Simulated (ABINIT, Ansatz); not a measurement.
# MgZrF6 (Fm-3m): G0W0 on several meshes in ABINIT

How does the mesh move the gap of MgZrF6 (Fm-3m)?

Method: LDA and many-body steps on it, plane waves, in ABINIT 10.8.3.

## 1. The starting structure

Symmetry: Fm-3m, No. 225, cubic system. Conventional cell: a = 7.976 Å, b = 7.976 Å, c = 7.976 Å, α = 90.00°, β = 90.00°, γ = 90.00°. Nearest to Mg lie 6 F at 1.98 Å. Nearest to Zr lie 6 F at 2.01 Å. F has 1 Mg at 1.98 Å and 1 Zr at 2.01 Å nearest. Farther neighbours and most contacts between anions are not listed.

The cell and positions are those that the Materials Project relaxed with its own functionals (PBE, PBE+U or r2SCAN), kept fixed.

## 2. Empty states on the mesh, 2×2×2 mesh, 260 bands

This step: ABINIT 10.8.3; DFT, LDA, plane waves, norm-conserving pseudopotentials.

The sums over transitions need many empty states on a uniform mesh; this step solves for them.

Contents of run.abi:

```
acell 3*1.0 Angstrom
rprim 
  0.000000000000 3.988016550000 3.988016550000
  3.988016550000 0.000000000000 3.988016550000
  3.988016550000 3.988016550000 -0.000000000000
ntypat 3
znucl 12 40 9
natom 8
typat 1 2 3 3 3 3 3 3
xred 
  0.500000000000 0.500000000000 0.500000000000
  0.000000000000 0.000000000000 0.000000000000
  0.747623080000 0.252376920000 0.252376920000
  0.252376920000 0.747623080000 0.747623080000
  0.252376920000 0.747623080000 0.252376920000
  0.747623080000 0.252376920000 0.747623080000
  0.252376920000 0.252376920000 0.747623080000
  0.747623080000 0.747623080000 0.252376920000
pp_dirpath "pseudos"
pseudos "Mg.upf, Zr.upf, F.upf"
ecut 38
ngkpt 2 2 2
nshiftk 1
shiftk 0 0 0
kptopt 1
chksymbreak 0
iscf -2
irdden 1
istwfk *1
nband 260
nbdbuf 22
tolwfr 1e-09
nstep 60
prtvol 0
indata_prefix "in"
outdata_prefix "out"
tmpdata_prefix "tmp"
```

Launch:

```
$ OMP_NUM_THREADS=1 mpirun -n 4 abinit run.abi > log
```

Numbers of over 12 decimals in the logs are rounded to 6 here.

Log:

```text
.Version 10.8.3 of ABINIT. v10.8.2 released Aug 2026.

 Symmetries : space group Fm -3 m (#225); Bravais cF (face-center cubic)
[... echo of the input left out ...]
== DATASET  1 ==================================================================
-   mpi_nproc: 4, omp_nthreads: 1 (-1 if OMP is not activated)
-    --> not optimal distribution: autoparal keyword recommended in input file <--

--- !DatasetInfo
iteration_state: {dtset: 1, }
dimensions: {natom: 8, nkpt: 3, mband: 260, nsppol: 1, nspinor: 1, nspden: 1, mpw: 9608, }
cutoff_energies: {ecut:  38.0, pawecutdg:  -1.0, }
[...]
2.87466    2.92131    2.92131    2.92131    2.92722    2.95309    2.95309    2.95314
   2.96211    2.96215    2.96456    2.96458    2.96463    2.96646    2.96647    2.96664
   2.99227    2.99524    3.00177    3.00371
 prteigrs : prtvol=0 or 1, do not print more k-points.

== END DATASET(S) ==============================================================
================================================================================

 -outvars: echo values of variables after computation  --------
            nband         260
             nkpt           3
          spgroup         225
 [... the other variables as echoed above ...]

 Calculation completed.
```

Elapsed: 2.3 min, on 4 MPI ranks of Arm Neoverse V1, shared host; peak memory 0.48 GiB; 9.1 min of CPU time.

Numbers from this step:

| Quantity | Value |
| --- | --- |
| gap | 6.824 eV |
| k of the valence top | 0, 0, 0 |
| k of the conduction bottom | 0, 0, 0 |
| least direct gap | 6.824 eV |
| k points computed | 3 |
| lowest point of the top converged band, above the valence top | 79.3111 eV |

On this mesh the gap is 6.824 eV.

The density comes from a self-consistent run that is not shown.

## 3. Screening, 2×2×2 mesh, 116 bands, screening to 114.3 eV

The RPA dielectric matrix is built and inverted for each q.

This step: RPA screening on LDA, plane waves, norm-conserving pseudopotentials.

run.abi: that of step 2 with these lines changed.

```diff
@@ -26,10 +26,11 @@
 chksymbreak 0
-iscf -2
-irdden 1
 istwfk *1
-nband 260
-nbdbuf 22
-tolwfr 1e-09
-nstep 60
-prtvol 0
+occopt 1
+irdwfk 1
+optdriver 3
+nband 116
+ecuteps 4.2
+inclvkb 2
+awtr 1
+symchi 1
 indata_prefix "in"
```

Log:

```text
.Version 10.8.3 of ABINIT. v10.8.2 released Aug 2026.

 Symmetries : space group Fm -3 m (#225); Bravais cF (face-center cubic)
[... echo of the input left out ...]
== DATASET  1 ==================================================================
-   mpi_nproc: 4, omp_nthreads: 1 (-1 if OMP is not activated)

--- !DatasetInfo
iteration_state: {dtset: 1, }
dimensions: {natom: 8, nkpt: 3, mband: 116, nsppol: 1, nspinor: 1, nspden: 1, mpw: 9608, }
cutoff_energies: {ecut:  38.0, pawecutdg:  -1.0, }
electrons: {nelect:   6.40000000E+01, charge:   0.00000000E+00, occopt:   1.00000000E+00, tsmear:   1.00000000E-02, }

 SCREENING: Calculation of the susceptibility and dielectric matrices

 Based on a program developped by R.W. Godby, V. Olevano, G. Onida, and L. Reining.
 Incorporated in ABINIT by V. Olevano, G.-M. Rignanese, and M. Torrent.
.Using double precision arithmetic ; gwpc =  8

[... cell and pseudopotentials left out ...]
--------------------------------------------------------------------------------

 ==== K-mesh for the wavefunctions ====
 Number of points in the irreducible wedge :     3
[... list of points left out ...]
 Together with 48 symmetry operations and time-reversal symmetry
 yields     8 points in the full Brillouin Zone.

 ==== Q-mesh for the screening function ====
 Number of points in the irreducible wedge :     3
[... list of points left out ...]
 Together with 48 symmetry operations and time-reversal symmetry
 yields     8 points in the full Brillouin Zone.

 setmesh: FFT mesh size selected  =    40x   40x   40
          total number of points  =        64000

 vcoul_init : cutoff-mode = AUXILIARY_FUNCTION
 q-points for optical limit:   1
     1)      0.000010    0.000020    0.000030

- screening: taking advantage of time-reversal symmetry
- Maximum band index for partially occupied states nbvw = 32
- Remaining bands to be divided among processors   nbcw = 84
- Number of bands treated by each node ~21

 Number of electrons calculated from density =   64.0000; Expected =   64.0000
 average of density, n =  0.074762
 r_s =    1.4726
 omega_plasma =   26.3753 [eV]

 calculating chi0 at frequencies [eV] :
  1    0.000000E+00    0.000000E+00
  2    0.000000E+00    2.637527E+01

--------------------------------------------------------------------------------
  q-point number  1        q = ( 0.000000, 0.000000, 0.000000) [r.l.u.]
--------------------------------------------------------------------------------
[... chi0 elements left out ...]
 For q-point:  0.000010 0.000020 0.000030
  dielectric constant =   1.9954
  dielectric constant without local fields =   2.2021

  Average fulfillment of the sum rule on Im[epsilon] for q-point    1 :     37.74  [%]
[... wings left out ...]
  q-point number  2        q = ( 0.500000, 0.000000, 0.000000) [r.l.u.]
--------------------------------------------------------------------------------
[... chi0 elements left out ...]
  Average fulfillment of the sum rule on Im[epsilon] for q-point    2 :     43.44  [%]

 [... 1 further q-points ...]
```

Wall time 27 s (4 MPI ranks); peak memory 1.5 GiB.

Numbers from this step:

```
ε∞ with local fields, on this mesh, along the program's q direction : 1.995
the same without local fields                                       : 2.202
plasma frequency                                                    : 26.38 eV
plane waves in the screening matrix                                 : 339
```

Local fields lower ε∞ by 9 %. On a Γ-centred mesh this coarse the value itself is usually too large, while a short band sum pulls it down.

## 4. 2×2×2

The self-energy is evaluated for the states that the input lists, and the levels follow from it, in one-shot runs by the linearised quasiparticle equation.

This step: G0W0 on LDA, plane waves, norm-conserving pseudopotentials.

run.abi: that of step 3 with these lines changed.

```diff
@@ -29,8 +29,15 @@
 irdwfk 1
-optdriver 3
+optdriver 4
 nband 116
+gwcalctyp 0
+ecutsigx 38
+symsigma 1
+nkptgw 1
+kptgw 
+  0.0000000000 0.0000000000 0.0000000000
+bdgw 
+  30 35
 ecuteps 4.2
-inclvkb 2
-awtr 1
-symchi 1
+irdscr 1
+ppmodel 1
 indata_prefix "in"
```

Log:

```text
.Version 10.8.3 of ABINIT. v10.8.2 released Aug 2026.

 Symmetries : space group Fm -3 m (#225); Bravais cF (face-center cubic)
[... echo of the input left out ...]
== DATASET  1 ==================================================================
-   mpi_nproc: 4, omp_nthreads: 1 (-1 if OMP is not activated)

--- !DatasetInfo
iteration_state: {dtset: 1, }
dimensions: {natom: 8, nkpt: 3, mband: 116, nsppol: 1, nspinor: 1, nspden: 1, mpw: 9608, }
cutoff_energies: {ecut:  38.0, pawecutdg:  -1.0, }
electrons: {nelect:   6.40000000E+01, charge:   0.00000000E+00, occopt:   1.00000000E+00, tsmear:   1.00000000E-02, }

 SIGMA: Calculation of the GW corrections

 Based on a program developped by R.W. Godby, V. Olevano, G. Onida, and L. Reining.
 Incorporated in ABINIT by V. Olevano, G.-M. Rignanese, and M. Torrent.
.Using double precision arithmetic ; gwpc =  8

[... cell and pseudopotentials left out ...]
--------------------------------------------------------------------------------

 ==== K-mesh for the wavefunctions ====
 Number of points in the irreducible wedge :     3
[... list of points left out ...]
 Together with 48 symmetry operations and time-reversal symmetry
 yields     8 points in the full Brillouin Zone.

 ==== Q-mesh for screening function ====
 Number of points in the irreducible wedge :     3
[... list of points left out ...]
 Together with 48 symmetry operations and time-reversal symmetry
 yields     8 points in the full Brillouin Zone.

 vcoul_init : cutoff-mode = AUXILIARY_FUNCTION
 q-points for optical limit:   1
     1)      0.000010    0.000020    0.000030
 setmesh: FFT mesh size selected  =    60x   60x   60
          total number of points  =       216000

 Number of electrons calculated from density =   64.0000; Expected =   64.0000
 average of density, n =  0.074762
 r_s =    1.4726
 omega_plasma =   26.3753 [eV]

 === KS Band Gaps ===
  >>>> For spin  1
   Minimum direct gap =   6.8236 [eV], located at k-point      :   0.0000  0.0000  0.0000
   Fundamental gap    =   6.8236 [eV], Top of valence bands at :   0.0000  0.0000  0.0000
                                       Bottom of conduction at :   0.0000  0.0000  0.0000
 SIGMA fundamental parameters:
 PLASMON POLE MODEL  1
 number of plane-waves for SigmaX                 9577
 number of plane-waves for SigmaC and W            339
 number of plane-waves for wavefunctions          9577
 number of bands                                   116
 number of independent spin polarizations            1
 number of spinorial components                      1
 number of k-points in IBZ                           3
 number of q-points in IBZ                           3
 number of symmetry operations                      48
 number of k-points in BZ                            8
 number of q-points in BZ                            8
 number of frequencies for dSigma/dE                 9
 frequency step for dSigma/dE [eV]                0.25
 number of omega for Sigma on real axis              0
 max omega for Sigma on real axis  [eV]           0.00
 zcut for avoiding poles [eV]                     0.10

 EPSILON^-1 parameters (SCR file):
 dimension of the eps^-1 matrix on file            339
 dimension of the eps^-1 matrix used               339
 number of plane-waves for wavefunctions          9577
 number of bands                                   116
 number of q-points in IBZ                           3
 number of frequencies                               2
 number of real frequencies                          1
 number of imag frequencies                          1

 matrix elements of self-energy operator (all in [eV])

 Perturbative Calculation

--- !SelfEnergy_ee
iteration_state: {dtset: 1, }
kpoint     : [   0.000,    0.000,    0.000, ]
spin       : 1
KS_gap     :    6.824
QP_gap     :   11.915
Delta_QP_KS:    5.091
data: !SigmaeeData |
     Band     E0 <VxcDFT>   SigX SigC(E0)      Z dSigC/dE  Sig(E)    E-E0       E
       30  -2.402 -22.743 -30.118   5.174   0.807  -0.239 -24.519  -1.776  -4.178
       31  -2.402 -22.743 -30.118   5.174   0.807  -0.239 -24.519  -1.776  -4.178
       32  -2.402 -22.743 -30.118   5.174   0.807  -0.239 -24.519  -1.776  -4.178
       33   4.421 -16.374  -9.744  -2.766   0.858  -0.166 -13.059   3.315   7.737
       34   4.421 -16.374  -9.744  -2.766   0.858  -0.166 -13.059   3.315   7.737
       35   4.421 -16.374  -9.744  -2.766   0.858  -0.166 -13.059   3.315   7.737

== END DATASET(S) ==============================================================
================================================================================

 -outvars: echo values of variables after computation  --------
           etotal      0.0000000000E+00
            nband         116
             nkpt           3
          spgroup         225
 [... the other variables as echoed above ...]

 Calculation completed.
```

Elapsed: 7.2 s, on 4 MPI ranks; peak memory 1.1 GiB.

This step gave:

```
G0W0 gap on the points computed              : 11.91 eV
starting gap on the mesh                     : 6.824 eV
k of the valence top                         : 0, 0, 0
k of the conduction bottom                   : 0, 0, 0
Z at the valence top                         : 0.807
Z at the conduction bottom                   : 0.858
least direct G0W0 gap on the computed points : 11.91 eV
```

The gap on the mesh goes from 6.82 eV to 11.91 eV, a correction of +5.09 eV.

## 5. Empty states on the mesh, 4×4×4 mesh, 126 bands

This step: DFT, LDA, plane waves, norm-conserving pseudopotentials.

run.abi: that of step 4 with these lines changed.

```diff
@@ -21,3 +21,3 @@
 ecut 38
-ngkpt 2 2 2
+ngkpt 4 4 4
 nshiftk 1
@@ -26,18 +26,10 @@
 chksymbreak 0
+iscf -2
+irdden 1
 istwfk *1
-occopt 1
-irdwfk 1
-optdriver 4
-nband 116
-gwcalctyp 0
-ecutsigx 38
-symsigma 1
-nkptgw 1
-kptgw 
-  0.0000000000 0.0000000000 0.0000000000
-bdgw 
-  30 35
-ecuteps 4.2
-irdscr 1
-ppmodel 1
+nband 126
+nbdbuf 10
+tolwfr 1e-09
+nstep 60
+prtvol 0
 indata_prefix "in"
```

Log:

```text
.Version 10.8.3 of ABINIT. v10.8.2 released Aug 2026.

 Symmetries : space group Fm -3 m (#225); Bravais cF (face-center cubic)
[... echo of the input left out ...]
== DATASET  1 ==================================================================
-   mpi_nproc: 4, omp_nthreads: 1 (-1 if OMP is not activated)

--- !DatasetInfo
iteration_state: {dtset: 1, }
dimensions: {natom: 8, nkpt: 8, mband: 126, nsppol: 1, nspinor: 1, nspden: 1, mpw: 9620, }
cutoff_energies: {ecut:  38.0, pawecutdg:  -1.0, }
[...]
1.45905    1.45905    1.45905    1.47314    1.48112    1.49642    1.49642    1.49642
   1.51093    1.51093    1.51093    1.51734    1.51734    1.53346    1.53346    1.56233
   1.56233    1.56233    1.69729    1.69745    1.69983    1.71250
 prteigrs : prtvol=0 or 1, do not print more k-points.

== END DATASET(S) ==============================================================
================================================================================

 -outvars: echo values of variables after computation  --------
            nband         126
             nkpt           8
          spgroup         225
 [... the other variables as echoed above ...]

 Calculation completed.
```

Elapsed: 77 s, on 4 MPI ranks; peak memory 0.54 GiB; 5.1 min of CPU time.

This step gave:

```yaml
gap: 6.824 eV
k_of_the_valence_top: 0, 0, 0
k_of_the_conduction_bottom: 0, 0, 0
least_direct_gap: 6.824 eV
k_points_computed: 8
lowest_point_of_the_top_converged_band_above_the_valence_top: 43.42 eV
```

On this mesh the gap is 6.824 eV.

## 6. Screening, 4×4×4 mesh, 116 bands, screening to 114.3 eV

This step: RPA screening on LDA, plane waves, norm-conserving pseudopotentials.

run.abi: that of step 5 with these lines changed.

```diff
@@ -26,10 +26,11 @@
 chksymbreak 0
-iscf -2
-irdden 1
 istwfk *1
-nband 126
-nbdbuf 10
-tolwfr 1e-09
-nstep 60
-prtvol 0
+occopt 1
+irdwfk 1
+optdriver 3
+nband 116
+ecuteps 4.2
+inclvkb 2
+awtr 1
+symchi 1
 indata_prefix "in"
```

Log:

```text
.Version 10.8.3 of ABINIT. v10.8.2 released Aug 2026.

 Symmetries : space group Fm -3 m (#225); Bravais cF (face-center cubic)
[... echo of the input left out ...]
== DATASET  1 ==================================================================
-   mpi_nproc: 4, omp_nthreads: 1 (-1 if OMP is not activated)

--- !DatasetInfo
iteration_state: {dtset: 1, }
dimensions: {natom: 8, nkpt: 8, mband: 116, nsppol: 1, nspinor: 1, nspden: 1, mpw: 9620, }
cutoff_energies: {ecut:  38.0, pawecutdg:  -1.0, }
electrons: {nelect:   6.40000000E+01, charge:   0.00000000E+00, occopt:   1.00000000E+00, tsmear:   1.00000000E-02, }

 SCREENING: Calculation of the susceptibility and dielectric matrices

 Based on a program developped by R.W. Godby, V. Olevano, G. Onida, and L. Reining.
 Incorporated in ABINIT by V. Olevano, G.-M. Rignanese, and M. Torrent.
.Using double precision arithmetic ; gwpc =  8

[... cell and pseudopotentials left out ...]
--------------------------------------------------------------------------------

 ==== K-mesh for the wavefunctions ====
 Number of points in the irreducible wedge :     8
[... list of points left out ...]
 Together with 48 symmetry operations and time-reversal symmetry
 yields    64 points in the full Brillouin Zone.

 ==== Q-mesh for the screening function ====
 Number of points in the irreducible wedge :     8
[... list of points left out ...]
 Together with 48 symmetry operations and time-reversal symmetry
 yields    64 points in the full Brillouin Zone.

 setmesh: FFT mesh size selected  =    40x   40x   40
          total number of points  =        64000

 vcoul_init : cutoff-mode = AUXILIARY_FUNCTION
 q-points for optical limit:   1
     1)      0.000010    0.000020    0.000030

- screening: taking advantage of time-reversal symmetry
- Maximum band index for partially occupied states nbvw = 32
- Remaining bands to be divided among processors   nbcw = 84
- Number of bands treated by each node ~21

 Number of electrons calculated from density =   64.0000; Expected =   64.0000
 average of density, n =  0.074762
 r_s =    1.4726
 omega_plasma =   26.3753 [eV]

 calculating chi0 at frequencies [eV] :
  1    0.000000E+00    0.000000E+00
  2    0.000000E+00    2.637527E+01

--------------------------------------------------------------------------------
  q-point number  1        q = ( 0.000000, 0.000000, 0.000000) [r.l.u.]
--------------------------------------------------------------------------------
[... chi0 elements left out ...]
 For q-point:  0.000010 0.000020 0.000030
  dielectric constant =   1.9804
  dielectric constant without local fields =   2.1864

  Average fulfillment of the sum rule on Im[epsilon] for q-point    1 :     37.68  [%]
[... wings left out ...]
  q-point number  2        q = ( 0.250000, 0.000000, 0.000000) [r.l.u.]
--------------------------------------------------------------------------------
[... chi0 elements left out ...]
  Average fulfillment of the sum rule on Im[epsilon] for q-point    2 :     47.78  [%]

 [... 6 further q-points ...]
```

Run time: 3 min. Hardware: 4 MPI ranks; peak memory 2.7 GiB.

Numbers from this step:

* ε∞ with local fields, on this mesh, along the program's q direction: 1.980
* the same without local fields: 2.186
* plasma frequency: 26.38 eV
* plane waves in the screening matrix: 339

(Continued in part 2 of 2.)

[Paths, hosts, dates, memory and timing lines, banners, echoed tables and standing remarks are left out of the program output.]

[Logs are printed without paths, hosts, clocks, repeated set-up lines and the standing remarks that a program may print on its own settings, such as how far it seeks lower states.]

[Runs of the session that timed out or met a known fault of the program may be left out.]

[No measured gap is set beside runs whose start may be inverted or whose files or cutoffs have a known fault.]

[Hosts, paths, dates, database ids (printed as entryN), source tags and the programs' standing remarks are cut or masked in the printed files.]

[G0W0 gaps are taken among the corrected bands and points alone; a level outside them can change the order at an edge.]

[Where Ansatz stands beside ABINIT at settings called matched, ABINIT's density can come from a denser mesh and the files from another edition; pairs whose starting gaps differed by over 0.03 eV were left out, so agreement reads better than it is.]
